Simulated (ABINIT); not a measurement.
An input for ABINIT 10.8.3 (CsHO (Cmc2_1)):

```
acell 3*1.0 Angstrom
rprim 
  2.161143390000 -5.691334570000 0.000000000000
  2.161143390000 5.691334570000 0.000000000000
  0.000000000000 0.000000000000 4.504272810000
ntypat 3
znucl 55 1 8
natom 6
typat 1 1 2 2 3 3
xred 
  0.861628920000 0.138371080000 0.736689410000
  0.138371080000 0.861628920000 0.236689410000
  0.533012670000 0.466987330000 0.607602700000
  0.466987330000 0.533012670000 0.107602700000
  0.591659040000 0.408340960000 0.765422890000
  0.408340960000 0.591659040000 0.265422890000
pp_dirpath "pseudos"
pseudos "Cs.upf, H.upf, O.upf"
ecut 36
ngkpt 6 6 4
nshiftk 1
shiftk 0 0 0
kptopt 1
chksymbreak 0
nband 23
occopt 1
tolvrs 1e-10
nstep 60
prtwf 0
optforces 0
optstress 0
indata_prefix "in"
outdata_prefix "out"
tmpdata_prefix "tmp"
```

```sh
OMP_NUM_THREADS=1 mpirun -n 4 abinit run.abi > log
```

Q: Estimate wall time and host memory on 4 MPI ranks of Arm Neoverse V1, shared host.

It took 82 s; on shared hardware allow 41 s to 2.7 min. Peak host memory was 0.51 GiB.

[Paths, hosts, dates, memory and timing lines, banners, echoed tables and standing remarks are left out of the program output.]

[Logs are printed without paths, hosts, clocks, repeated set-up lines and the standing remarks that a program may print on its own settings, such as how far it seeks lower states.]

[Runs of the session that timed out or met a known fault of the program may be left out.]

[Hosts, paths, dates, database ids (printed as entryN), source tags and the programs' standing remarks are cut or masked in the printed files.]

[G0W0 gaps are taken among the corrected bands and points alone; a level outside them can change the order at an edge.]

[Where Ansatz stands beside ABINIT at settings called matched, ABINIT's density can come from a denser mesh and the files from another edition; pairs whose starting gaps differed by over 0.03 eV were left out, so agreement reads better than it is.]
